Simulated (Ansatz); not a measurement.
## Sr on Ta(110): change of the work function

Aim: the work function of Ta(110) at several coverages of Sr (shortbridge site), and the dipole that each adsorbate carries.

Main program and level: Ansatz 0.2.0; plane-wave DFT, PBEsol, Ansatz PAW.

### Step 1. Starting point

The cell holds 4 atoms: 4 Ta. Its edges and angles: a = 2.867 Å, b = 2.867 Å, c = 25.022 Å, α = 90.0°, β = 90.0°, γ = 70.5°. Vacuum lies along c.

### Step 2. The clean slab

The bare slab comes first, as the zero from which every change is counted. The two lowest layers are held at bulk places and the upper ones relax. The dipole correction removes the false field that a one-sided slab makes across the periodic vacuum, so each face gets a flat vacuum level of its own.

Contents of input.yaml:

```yaml
crystal:
  lattice:
    - [2.3405234457, -1.655, 0.0]
    - [2.3405234457, 1.655, 0.0]
    - [0.0, 0.0, 25.0215703372]
  atoms:
    - { symbol: Ta, position: [0.0, 0.0, 0.3596896549] }
    - { symbol: Ta, position: [0.5, 0.5, 0.453229885] }
    - { symbol: Ta, position: [0.0, 0.0, 0.546770115] }
    - { symbol: Ta, position: [0.5, 0.5, 0.6403103451] }
kpoints:
  mp_grid: { grid: [11, 11, 1] }
hamiltonian:
  xc: pbesol
scf:
  occupations: { method: fermi_dirac, width: 0.1 }
  convergence: { dr2_threshold: 1.0e-08 }
efield:
  axis: 3
  dipole_correction: true
  ramp_position: 0.97
  ramp_width: 0.06
relax:
  f_tol: 0.02
  max_steps: 60
  constraints: [{ sites: [0, 1] }]
output:
  write_potential: true
  write_density: true
  volumetric_format: npy
```

On the command line:

```
ansatz run input.yaml --threads 4 --pin off --max-ram 6144MiB --backend cpu --events-out ev --progress --plain --runs-dir out
```

Numbers of over 12 decimals in the logs are rounded to 6 here.

What it wrote:

```text
Engine: ansatz 0.2.0, aarch64-unknown-linux-gnu
Pseudopotentials: kind: paw
Pseudopotential: Ta, paw, valence charge 13, recommended cutoff 420 eV (normal), Ta.paw.azcp
Functional definition: PBEsol
  exchange = pbesol_x
  correlation = pbesol_c
Crystal: 4 atoms, lattice volume = 193.845 Å³
Basis set: ecut = 420 eV, 3793 PW (Γ), exchange–correlation on 40×40×360 points (8 copies of the dense FFT grid, shifted against one another)
Bands: 32, of which v1, the nominal top of the filled ones, is band 26 counted from 1 (25 counted from 0)
Symmetry: 4 space group operations
k-points: 36 of 121
Non-local potential: Ta, projectors of the file, l = 0: 3, l = 1: 2, l = 2: 2, l = 3: 1
PAW form: soft (Blöchl's): semilocal exchange-correlation on the pseudo side does not see the compensation charge
PAW frozen core: Ta, regenerated for the run's functional, and the local potential with it (the file was generated under x = pbe(κ = 0.804, μ = 0.219515), c = pbe(β = 0.066725))
PAW one-centre angular grid: Ta, 590 points (default); XC on 64 Gauss nodes
Initial density: superposition of atomic densities (neutral atoms: chi_scale 0, normalization atom), corrected by the library's trained network
Initial wavefunctions: pseudopotential atomic-orbital guess
Functional: x = pbesol(κ = 0.804, μ = 0.123457), c = pbesol(β = 0.046)
SCF iter   1: F=—  HF=-39223.493536 eV  |F-HF|=—  |Δ(HF+E_count)|=         —  Δρ=6.21e-3  dr2=1.59e0  ethr=1.77e-3  p=0.000 e·Å  D=2.87e-15 V/Å  ΔV_dip=-0.00 eV  dr2_dipole=1.07e-8  V_vac-E_F(+/−)=5.15/5.15 eV  ⟨swp⟩=7.3  Hψ=5602  notcnv=0
efield: sawtooth ramp at fractional position 0.9700 (set: `efield.ramp_position`, or a place that a band, a saddle search or an elastic batch's reference lends), width 0.0600; the density the first Hamiltonian is built on has a dipole p = 0.000 e·Å; the dipole correction subtracts the counter field D = 2.87e-15 V/Å, which shifts the + side's vacuum level by -0.00 eV against the − side's; the planar-averaged density in the ramp window peaks in size at 1.7e-5 e/Å³
preconditioner: auto → LDOS  [metal: Δε(μ)=0.021 eV  Ē_g=3.859 eV  σ=0.100 eV  W_gap=0.05  n_scr=16 (ndim 8)  ℏωp=11.9 eV  f_vac=0.544  D(μ)=5.12/eV (n_scr^D=16)  β→1.0]
SCF iter   2: F=—  HF=-39223.441229 eV  |F-HF|=—  |Δ(HF+E_count)|=   5.23e-2  Δρ=1.91e-3  dr2=2.99e-2  ethr=1.77e-3  p=-0.000 e·Å  D=-3.77e-7 V/Å  ΔV_dip=0.00 eV  dr2_dipole=1.63e-7  V_vac-E_F(+/−)=4.91/4.91 eV  ⟨swp⟩=2.1  Hψ=1498  notcnv=0
SCF iter   3: F=—  HF=-39223.440761 eV  |F-HF|=—  |Δ(HF+E_count)|=   4.68e-4  Δρ=4.94e-4  dr2=3.60e-3  ethr=5.76e-5  p=-0.000 e·Å  D=-4.84e-6 V/Å  ΔV_dip=0.00 eV  dr2_dipole=1.07e-10  V_vac-E_F(+/−)=4.93/4.93 eV  ⟨swp⟩=2.1  Hψ=1522  notcnv=0
SCF iter   4: F=—  HF=-39223.440728 eV  |F-HF|=—  |Δ(HF+E_count)|=   3.29e-5  Δρ=1.36e-4  dr2=4.06e-5  ethr=6.92e-6  p=-0.000 e·Å  D=-2.17e-6 V/Å  ΔV_dip=0.00 eV  dr2_dipole=1.69e-10  V_vac-E_F(+/−)=4.91/4.91 eV  ⟨swp⟩=2.0  Hψ=1470  notcnv=0
SCF iter   5: F=—  HF=-39223.440729 eV  |F-HF|=—  |Δ(HF+E_count)|=   1.24e-6  Δρ=4.40e-5  dr2=6.06e-6  ethr=7.81e-8  p=-0.000 e·Å  D=-1.35e-6 V/Å  ΔV_dip=0.00 eV  dr2_dipole=5.76e-12  V_vac-E_F(+/−)=4.91/4.91 eV  ⟨swp⟩=3.2  Hψ=2360  notcnv=0
SCF iter   6: F=—  HF=-39223.440608 eV  |F-HF|=—  |Δ(HF+E_count)|=   1.21e-4  Δρ=1.61e-5  dr2=8.07e-7  ethr=1.17e-8  p=-0.000 e·Å  D=-6.42e-7 V/Å  ΔV_dip=0.00 eV  dr2_dipole=1.17e-12  V_vac-E_F(+/−)=4.91/4.91 eV  ⟨swp⟩=2.1  Hψ=1827  notcnv=0
SCF iter   7: F=—  HF=-39223.440608 eV  |F-HF|=—  |Δ(HF+E_count)|=   2.46e-7  Δρ=3.76e-6  dr2=2.45e-8  ethr=1.55e-9  p=-0.000 e·Å  D=-3.25e-7 V/Å  ΔV_dip=0.00 eV  dr2_dipole=9.32e-14  V_vac-E_F(+/−)=4.91/4.91 eV  ⟨swp⟩=2.1  Hψ=1728  notcnv=0
SCF iter   8: F=-39223.440608 eV  HF=-39223.440608 eV  |F-HF|=6.11e-9  |Δ(HF+E_count)|=   4.65e-8  Δρ=8.99e-7  dr2=2.17e-9  ethr=1.92e-11  p=-0.000 e·Å  D=-1.37e-7 V/Å  ΔV_dip=0.00 eV  dr2_dipole=1.03e-14  V_vac-E_F(+/−)=4.91/4.91 eV  ⟨swp⟩=11.1  Hψ=8735  notcnv=0
SCF 1 converged in 8 iterations: F = -39223.440608 eV  dr2 = 2.17e-9
  greatest PAW one-centre occupation: 1.000 electrons in one spin orbital (limit 2), on the Ta atom at site 1 (counted from 0), in its partial waves of l = 0
relax step   1: F+E_penalty+E_count = -39223.44060827 eV  Δ(F+E_penalty+E_count) = +0.000e0 eV  max|allowed force component| = 7.405e-1 eV/Å  Δτ_max = 0.0000 Å  (8 SCF iters, accepted)
Initial density: handed on by an earlier stage of this run
Initial wavefunctions: those handed on with the density
iter 1 solved again at ethr=2.65e-3 eV; its pass at ethr=3.10e-3 eV (dr2=1.38e0 eV) is discarded
SCF iter   1: F=—  HF=-39223.598924 eV  |F-HF|=—  |Δ(HF+E_count)|=         —  Δρ=1.02e-2  dr2=1.23e0  ethr=2.65e-3  p=0.000 e·Å  D=7.78e-7 V/Å  ΔV_dip=-0.00 eV  dr2_dipole=1.80e-2  V_vac-E_F(+/−)=4.94/4.94 eV  ⟨swp⟩=1.0  Hψ=4673  notcnv=0
efield: sawtooth ramp at fractional position 0.9700 (set: `efield.ramp_position`, or a place that a band, a saddle search or an elastic batch's reference lends), width 0.0600; the density the first Hamiltonian is built on has a dipole p = 0.000 e·Å; the dipole correction subtracts the counter field D = 7.78e-7 V/Å, which shifts the + side's vacuum level by -0.00 eV against the − side's; the planar-averaged density in the ramp window peaks in size at 9.2e-6 e/Å³
preconditioner: auto → LDOS  [metal: Δε(μ)=0.022 eV  Ē_g=3.964 eV  σ=0.100 eV  W_gap=0.05  n_scr=16 (ndim 8)  ℏωp=11.9 eV  f_vac=0.554  D(μ)=4.69/eV (n_scr^D=16)  β→1.0]
SCF iter   2: F=—  HF=-39223.532462 eV  |F-HF|=—  |Δ(HF+E_count)|=   6.65e-2  Δρ=6.04e-3  dr2=3.46e-1  ethr=2.37e-3  p=0.015 e·Å  D=1.43e-2 V/Å  ΔV_dip=-0.36 eV  dr2_dipole=6.75e-4  V_vac-E_F(+/−)=4.55/4.90 eV  ⟨swp⟩=3.0  Hψ=1841  notcnv=0
SCF iter   3: F=—  HF=-39223.495191 eV  |F-HF|=—  |Δ(HF+E_count)|=   3.73e-2  Δρ=1.78e-3  dr2=2.92e-2  ethr=6.66e-4  p=0.007 e·Å  D=6.17e-3 V/Å  ΔV_dip=-0.15 eV  dr2_dipole=6.54e-4  V_vac-E_F(+/−)=4.77/4.92 eV  ⟨swp⟩=2.8  Hψ=2126  notcnv=0
SCF iter   4: F=—  HF=-39223.490802 eV  |F-HF|=—  |Δ(HF+E_count)|=   4.39e-3  Δρ=3.93e-4  dr2=5.87e-4  ethr=5.62e-5  p=0.007 e·Å  D=6.50e-3 V/Å  ΔV_dip=-0.16 eV  dr2_dipole=2.24e-5  V_vac-E_F(+/−)=4.75/4.91 eV  ⟨swp⟩=2.9  Hψ=2065  notcnv=0
SCF iter   5: F=—  HF=-39223.490925 eV  |F-HF|=—  |Δ(HF+E_count)|=   1.23e-4  Δρ=1.23e-4  dr2=3.88e-5  ethr=1.13e-6  p=0.007 e·Å  D=6.22e-3 V/Å  ΔV_dip=-0.16 eV  dr2_dipole=6.32e-9  V_vac-E_F(+/−)=4.76/4.91 eV  ⟨swp⟩=2.2  Hψ=1628  notcnv=0
[...]
preconditioner: auto → LDOS  [metal: Δε(μ)=0.055 eV  Ē_g=3.928 eV  σ=0.100 eV  W_gap=0.14  n_scr=16 (ndim 8)  ℏωp=11.9 eV  f_vac=0.553  D(μ)=4.79/eV (n_scr^D=16)  β→1.0]
SCF iter   2: F=—  HF=-39223.511786 eV  |F-HF|=—  |Δ(HF+E_count)|=   3.32e-2  Δρ=2.44e-3  dr2=3.48e-2  ethr=2.17e-3  p=0.005 e·Å  D=4.72e-3 V/Å  ΔV_dip=-0.12 eV  dr2_dipole=3.69e-3  V_vac-E_F(+/−)=4.79/4.91 eV  ⟨swp⟩=2.0  Hψ=1254  notcnv=0
SCF iter   3: F=—  HF=-39223.507668 eV  |F-HF|=—  |Δ(HF+E_count)|=   4.12e-3  Δρ=1.54e-3  dr2=1.62e-2  ethr=6.69e-5  p=0.005 e·Å  D=5.08e-3 V/Å  ΔV_dip=-0.13 eV  dr2_dipole=6.74e-7  V_vac-E_F(+/−)=4.80/4.93 eV  ⟨swp⟩=3.1  Hψ=2347  notcnv=0
SCF iter   4: F=—  HF=-39223.504672 eV  |F-HF|=—  |Δ(HF+E_count)|=   3.00e-3  Δρ=5.83e-4  dr2=2.58e-3  ethr=3.12e-5  p=0.005 e·Å  D=4.30e-3 V/Å  ΔV_dip=-0.11 eV  dr2_dipole=2.21e-7  V_vac-E_F(+/−)=4.82/4.93 eV  ⟨swp⟩=2.2  Hψ=1552  notcnv=0
SCF iter   5: F=—  HF=-39223.504301 eV  |F-HF|=—  |Δ(HF+E_count)|=   3.71e-4  Δρ=1.13e-4  dr2=1.16e-4  ethr=4.96e-6  p=0.004 e·Å  D=3.89e-3 V/Å  ΔV_dip=-0.10 eV  dr2_dipole=1.68e-7  V_vac-E_F(+/−)=4.83/4.93 eV  ⟨swp⟩=2.1  Hψ=1604  notcnv=0
SCF iter   6: F=—  HF=-39223.504291 eV  |F-HF|=—  |Δ(HF+E_count)|=   9.99e-6  Δρ=2.70e-5  dr2=7.99e-6  ethr=2.24e-7  p=0.004 e·Å  D=3.73e-3 V/Å  ΔV_dip=-0.09 eV  dr2_dipole=4.85e-10  V_vac-E_F(+/−)=4.83/4.93 eV  ⟨swp⟩=2.4  Hψ=1852  notcnv=0
SCF iter   7: F=—  HF=-39223.504150 eV  |F-HF|=—  |Δ(HF+E_count)|=   1.41e-4  Δρ=6.38e-6  dr2=1.09e-7  ethr=1.54e-8  p=0.004 e·Å  D=3.63e-3 V/Å  ΔV_dip=-0.09 eV  dr2_dipole=8.12e-9  V_vac-E_F(+/−)=4.83/4.93 eV  ⟨swp⟩=2.1  Hψ=1778  notcnv=0
SCF iter   8: F=-39223.504150 eV  HF=-39223.504150 eV  |F-HF|=1.75e-8  |Δ(HF+E_count)|=   3.87e-8  Δρ=1.57e-6  dr2=5.36e-9  ethr=1.92e-11  p=0.004 e·Å  D=3.61e-3 V/Å  ΔV_dip=-0.09 eV  dr2_dipole=1.03e-11  V_vac-E_F(+/−)=4.83/4.93 eV  ⟨swp⟩=11.9  Hψ=9652  notcnv=0
SCF 3 converged in 8 iterations: F = -39223.504150 eV  dr2 = 5.36e-9
  greatest PAW one-centre occupation: 1.000 electrons in one spin orbital (limit 2), on the Ta atom at site 2 (counted from 0), in its partial waves of l = 0
relax step   3: F+E_penalty+E_count = -39223.50415037 eV  Δ(F+E_penalty+E_count) = -1.334e-2 eV  max|allowed force component| = 2.422e-1 eV/Å  Δτ_max = 0.0949 Å  (8 SCF iters, accepted)
[...]
relax step   4: F+E_penalty+E_count = -39223.50852736 eV  Δ(F+E_penalty+E_count) = -4.377e-3 eV  max|allowed force component| = 2.053e-2 eV/Å  Δτ_max = 0.0359 Å  (8 SCF iters, accepted)
SCF iter   1: F=—  HF=-39223.508725 eV  |F-HF|=—  |Δ(HF+E_count)|=         —  Δρ=2.43e-4  dr2=1.65e-3  ethr=3.07e-5  p=0.004 e·Å  D=3.80e-3 V/Å  ΔV_dip=-0.10 eV  dr2_dipole=3.10e-4  V_vac-E_F(+/−)=4.82/4.92 eV  ⟨swp⟩=1.6  Hψ=1809  notcnv=0
efield: sawtooth ramp at fractional position 0.9700 (set: `efield.ramp_position`, or a place that a band, a saddle search or an elastic batch's reference lends), width 0.0600; the density the first Hamiltonian is built on has a dipole p = 0.004 e·Å; the dipole correction subtracts the counter field D = 3.80e-3 V/Å, which shifts the + side's vacuum level by -0.10 eV against the − side's; the planar-averaged density in the ramp window peaks in size at 6.1e-6 e/Å³
preconditioner: auto → LDOS  [metal: Δε(μ)=0.043 eV  Ē_g=3.899 eV  σ=0.100 eV  W_gap=0.11  n_scr=16 (ndim 8)  ℏωp=11.9 eV  f_vac=0.553  D(μ)=5.06/eV (n_scr^D=16)  β→1.0]
SCF iter   2: F=—  HF=-39223.508689 eV  |F-HF|=—  |Δ(HF+E_count)|=   3.55e-5  Δρ=6.44e-5  dr2=2.34e-5  ethr=3.18e-6  p=0.004 e·Å  D=3.77e-3 V/Å  ΔV_dip=-0.09 eV  dr2_dipole=2.13e-6  V_vac-E_F(+/−)=4.83/4.92 eV  ⟨swp⟩=1.0  Hψ=1440  notcnv=0
SCF iter   3: F=—  HF=-39223.508679 eV  |F-HF|=—  |Δ(HF+E_count)|=   1.04e-5  Δρ=4.02e-5  dr2=1.14e-5  ethr=4.50e-8  p=0.004 e·Å  D=3.81e-3 V/Å  ΔV_dip=-0.10 eV  dr2_dipole=4.24e-7  V_vac-E_F(+/−)=4.82/4.92 eV  ⟨swp⟩=3.1  Hψ=2202  notcnv=0
SCF iter   4: F=—  HF=-39223.508677 eV  |F-HF|=—  |Δ(HF+E_count)|=   1.50e-6  Δρ=6.81e-6  dr2=2.61e-7  ethr=2.19e-8  p=0.004 e·Å  D=3.81e-3 V/Å  ΔV_dip=-0.10 eV  dr2_dipole=2.23e-8  V_vac-E_F(+/−)=4.82/4.92 eV  ⟨swp⟩=2.0  Hψ=1678  notcnv=0
SCF iter   5: F=—  HF=-39223.508554 eV  |F-HF|=—  |Δ(HF+E_count)|=   1.23e-4  Δρ=1.83e-6  dr2=1.92e-8  ethr=5.03e-10  p=0.004 e·Å  D=3.82e-3 V/Å  ΔV_dip=-0.10 eV  dr2_dipole=3.66e-10  V_vac-E_F(+/−)=4.82/4.92 eV  ⟨swp⟩=2.9  Hψ=2228  notcnv=0
SCF iter   6: F=-39223.508554 eV  HF=-39223.508554 eV  |F-HF|=2.61e-9  |Δ(HF+E_count)|=   1.88e-8  Δρ=5.50e-7  dr2=1.04e-9  ethr=1.92e-11  p=0.004 e·Å  D=3.83e-3 V/Å  ΔV_dip=-0.10 eV  dr2_dipole=1.83e-11  V_vac-E_F(+/−)=4.82/4.92 eV  ⟨swp⟩=10.3  Hψ=8294  notcnv=0
SCF 5 converged in 6 iterations: F = -39223.508554 eV  dr2 = 1.04e-9
relax step   5: F+E_penalty+E_count = -39223.50855402 eV  Δ(F+E_penalty+E_count) = -2.666e-5 eV  max|allowed force component| = 9.771e-4 eV/Å  Δτ_max = 0.0033 Å  (6 SCF iters, accepted)
NSCF: frozen V_eff on 36 k-points
the band table was solved once a step of the walk had ended and its energy, with any forces and stress, was formed, with the checks that follow a solve (5832 applications of the Hamiltonian). They found nothing against the state; the energy, forces and stress were not computed again (output.eigenvalues in the input reference)
SCF converged after 6 iterations
Free energy (F): -39223.508554 eV
Harris-Foulkes:  -39223.508554 eV  (|F-HF|=2.61e-9)
Internal energy: -39223.340694 eV  (E = F + TS)
E sigma→0 (E₀):  -39223.424624 eV
Entropy (-TS):   -0.167860 eV (-41.965 meV/atom)
Fermi energy:    3.986528 eV
Dipole field:    D = 0.003836 V/Å  (p = 0.004109 e·Å, saw-weighted, corrected)
Work function:   Φ+ = 4.8230 eV   Φ− = 4.9190 eV
Levels:          The Fermi level and band energies are counted from a zero that moves with the ramp; work functions are not
--- Per-component energies (eV) ---
  E_band       = -1180.900470
  E_kinetic    = 1459.089631
  E_local      = -56548.324861  (includes V_loc(G=0)·N_el)
  E_nonlocal   = 70.926299
  E_hartree    = 27553.642109
  E_xc         = -863.949367
  E_vxc        = -810.049444  (∫ρ·V_xc dr)
  E_paw        = -33089.690477  (= ΣΔE_a)
  E_vpaw       = -459.838014  (= ΣTr[D̂ρ^β])
  E_aug_tail   = 0.000546  (compensation charges beyond the density's cutoff)
  E_efield     = 0.000008  (sawtooth field / dipole correction)
  E_vefield    = 0.012096  (∫n·V_field dr)
  E_ewald      = 22194.110832
  E_core_change = 0.854586  (= ΣΔE_core)
  E_smearing   = -0.167860  (= −TS)
  E_closure    = -0.000000  (closes the sum)
  Σ components = -39223.508554   (vs F -39223.508554, Δ=0.00e0)
--- Forces (eV/Å), atoms counted from 1 ---
  atom   1  Ta     0.00000000     0.00000000     0.73788562
  atom   2  Ta     0.00000000     0.00000000    -0.73651551
  atom   3  Ta     0.00000000     0.00000000    -0.00038139
  atom   4  Ta     0.00000000     0.00000000    -0.00097715
  max |Σ_I F_I| component: 1.16e-5 eV/Å
--- Band table (eV; the first three rows and the last of 36) ---
  k-point 0: bands = [... 22 lower, 3.4723, 3.6659, 3.7853, 4.3702, 4.4707, 4.6492, 4.8248, 5.4293, ... 2 higher]
  k-point 1: bands = [... 22 lower, 3.3730, 3.6377, 3.7659, 4.1102, 4.3768, 4.7070, 4.9483, 5.0802, ... 2 higher]
  k-point 2: bands = [... 22 lower, 3.1898, 3.4427, 3.6062, 3.7283, 3.9633, 4.2920, 5.2641, 5.3723, ... 2 higher]
  k-point 35: bands = [... 22 lower, 2.5474, 3.2140, 3.7725, 5.3427, 5.4951, 6.1712, 6.4908, 6.7438, ... 2 higher]
--- Relaxed structure (5 steps of the walk, 5 accepted, 0 SCFs on fresh bases) ---
  F+E_penalty+E_count = -39223.50855402 eV   max|allowed force component| = 9.771e-4 eV/Å
  atoms:
    - { symbol: Ta, position: [0.0, 0.0, 0.3596896549] }
    - { symbol: Ta, position: [0.5, 0.5, 0.453230] }
    - { symbol: Ta, position: [0.0, 0.0, 0.544825] }
    - { symbol: Ta, position: [0.5, 0.5, 0.632573] }
```

It took 23 s on 4 threads of Arm Neoverse V1, shared host; peak memory 0.55 GiB; 89 s of CPU time.

Relaxation path:

| step | energy less that of the first step (eV) | largest force component (eV/Å) |
| --- | --- | --- |
| 1 | 0.0000 | 0.7405 |
| 2 | -0.0502 | 0.6380 |
| 3 | -0.0635 | 0.2422 |
| 4 | -0.0679 | 0.0205 |
| 5 | -0.0679 | 0.0010 |

Forces are held to the 4 operations that the run works with; a distortion that breaks them can't arise in this run.

The atoms that moved most (Å):

| atom | dx | dy | dz | length |
| --- | --- | --- | --- | --- |
| Ta4 | 0.000 | 0.000 | -0.194 | 0.194 |
| Ta3 | 0.000 | 0.000 | -0.049 | 0.049 |

The relaxed structure:

```xyz
4
Lattice="2.3405 -1.6550 0.0000 2.3405 1.6550 0.0000 0.0000 0.0000 25.0216" Properties=species:S:1:pos:R:3
Ta    0.0000    0.0000    9.0000
Ta    2.3405    0.0000   11.3405
Ta    0.0000    0.0000   13.6324
Ta    2.3405    0.0000   15.8280
```

This step gave:

```
energy at zero smearing        : -39223.4246 eV
work function, upper face      : 4.823 eV
work function, lower face      : 4.919 eV
dipole along the normal        : 0.004109 e·Å
step between the vacuum levels : -0.09597 eV
```

Running mean over 2.341 Å of the planar mean; the ramp of the sawtooth is left out. Electron's electrostatic potential energy less the Fermi level against z:

| z (Å) | electron's electrostatic potential energy less the Fermi level (eV) |
| --- | --- |
| 3.5 | 4.92 |
| 4.0 | 4.92 |
| 4.5 | 4.91 |
| 5.0 | 4.90 |
| 5.5 | 4.86 |
| 6.0 | 4.73 |
| 6.5 | 4.32 |
| 7.0 | 3.07 |
| 7.5 | -0.126 |
| 8.0 | -5.10 |
| 8.5 | -8.81 |
| 9.0 | -10.0 |
| 9.5 | -10.0 |
| 10.0 | -9.93 |
| 10.5 | -9.88 |
| 11.0 | -9.87 |
| 11.5 | -9.95 |
| 12.0 | -10.2 |
| 12.5 | -10.3 |
| 13.0 | -10.2 |
| 13.5 | -10.0 |
| 14.0 | -10.4 |
| 14.5 | -11.1 |
| 15.0 | -11.2 |
| 15.5 | -10.6 |
| 16.0 | -9.92 |
| 16.5 | -7.86 |
| 17.0 | -3.41 |
| 17.5 | 1.19 |
| 18.0 | 3.58 |
| 18.5 | 4.43 |
| 19.0 | 4.70 |
| 19.5 | 4.79 |
| 20.0 | 4.81 |
| 20.5 | 4.82 |
| 21.0 | 4.82 |
| 21.5 | 4.82 |

The relaxation took 5 steps and lowered the energy by 0.068 eV; the largest force on the free atoms ends at 9.8e-4 eV/Å.

The work function of the upper face is 4.82 eV.

[end of part 1 of 5]

[Logs are printed without paths, hosts, clocks, repeated set-up lines and the standing remarks that a program may print on its own settings, such as how far it seeks lower states.]

[Hosts, paths, dates, database ids (printed as entryN), source tags and the programs' standing remarks are cut or masked in the printed files.]

[Maps of the electrostatic potential energy from Ansatz leave out the sawtooth potential of an applied field or a dipole correction, so their vacuum need not be flat; planar profiles and work functions include it.]
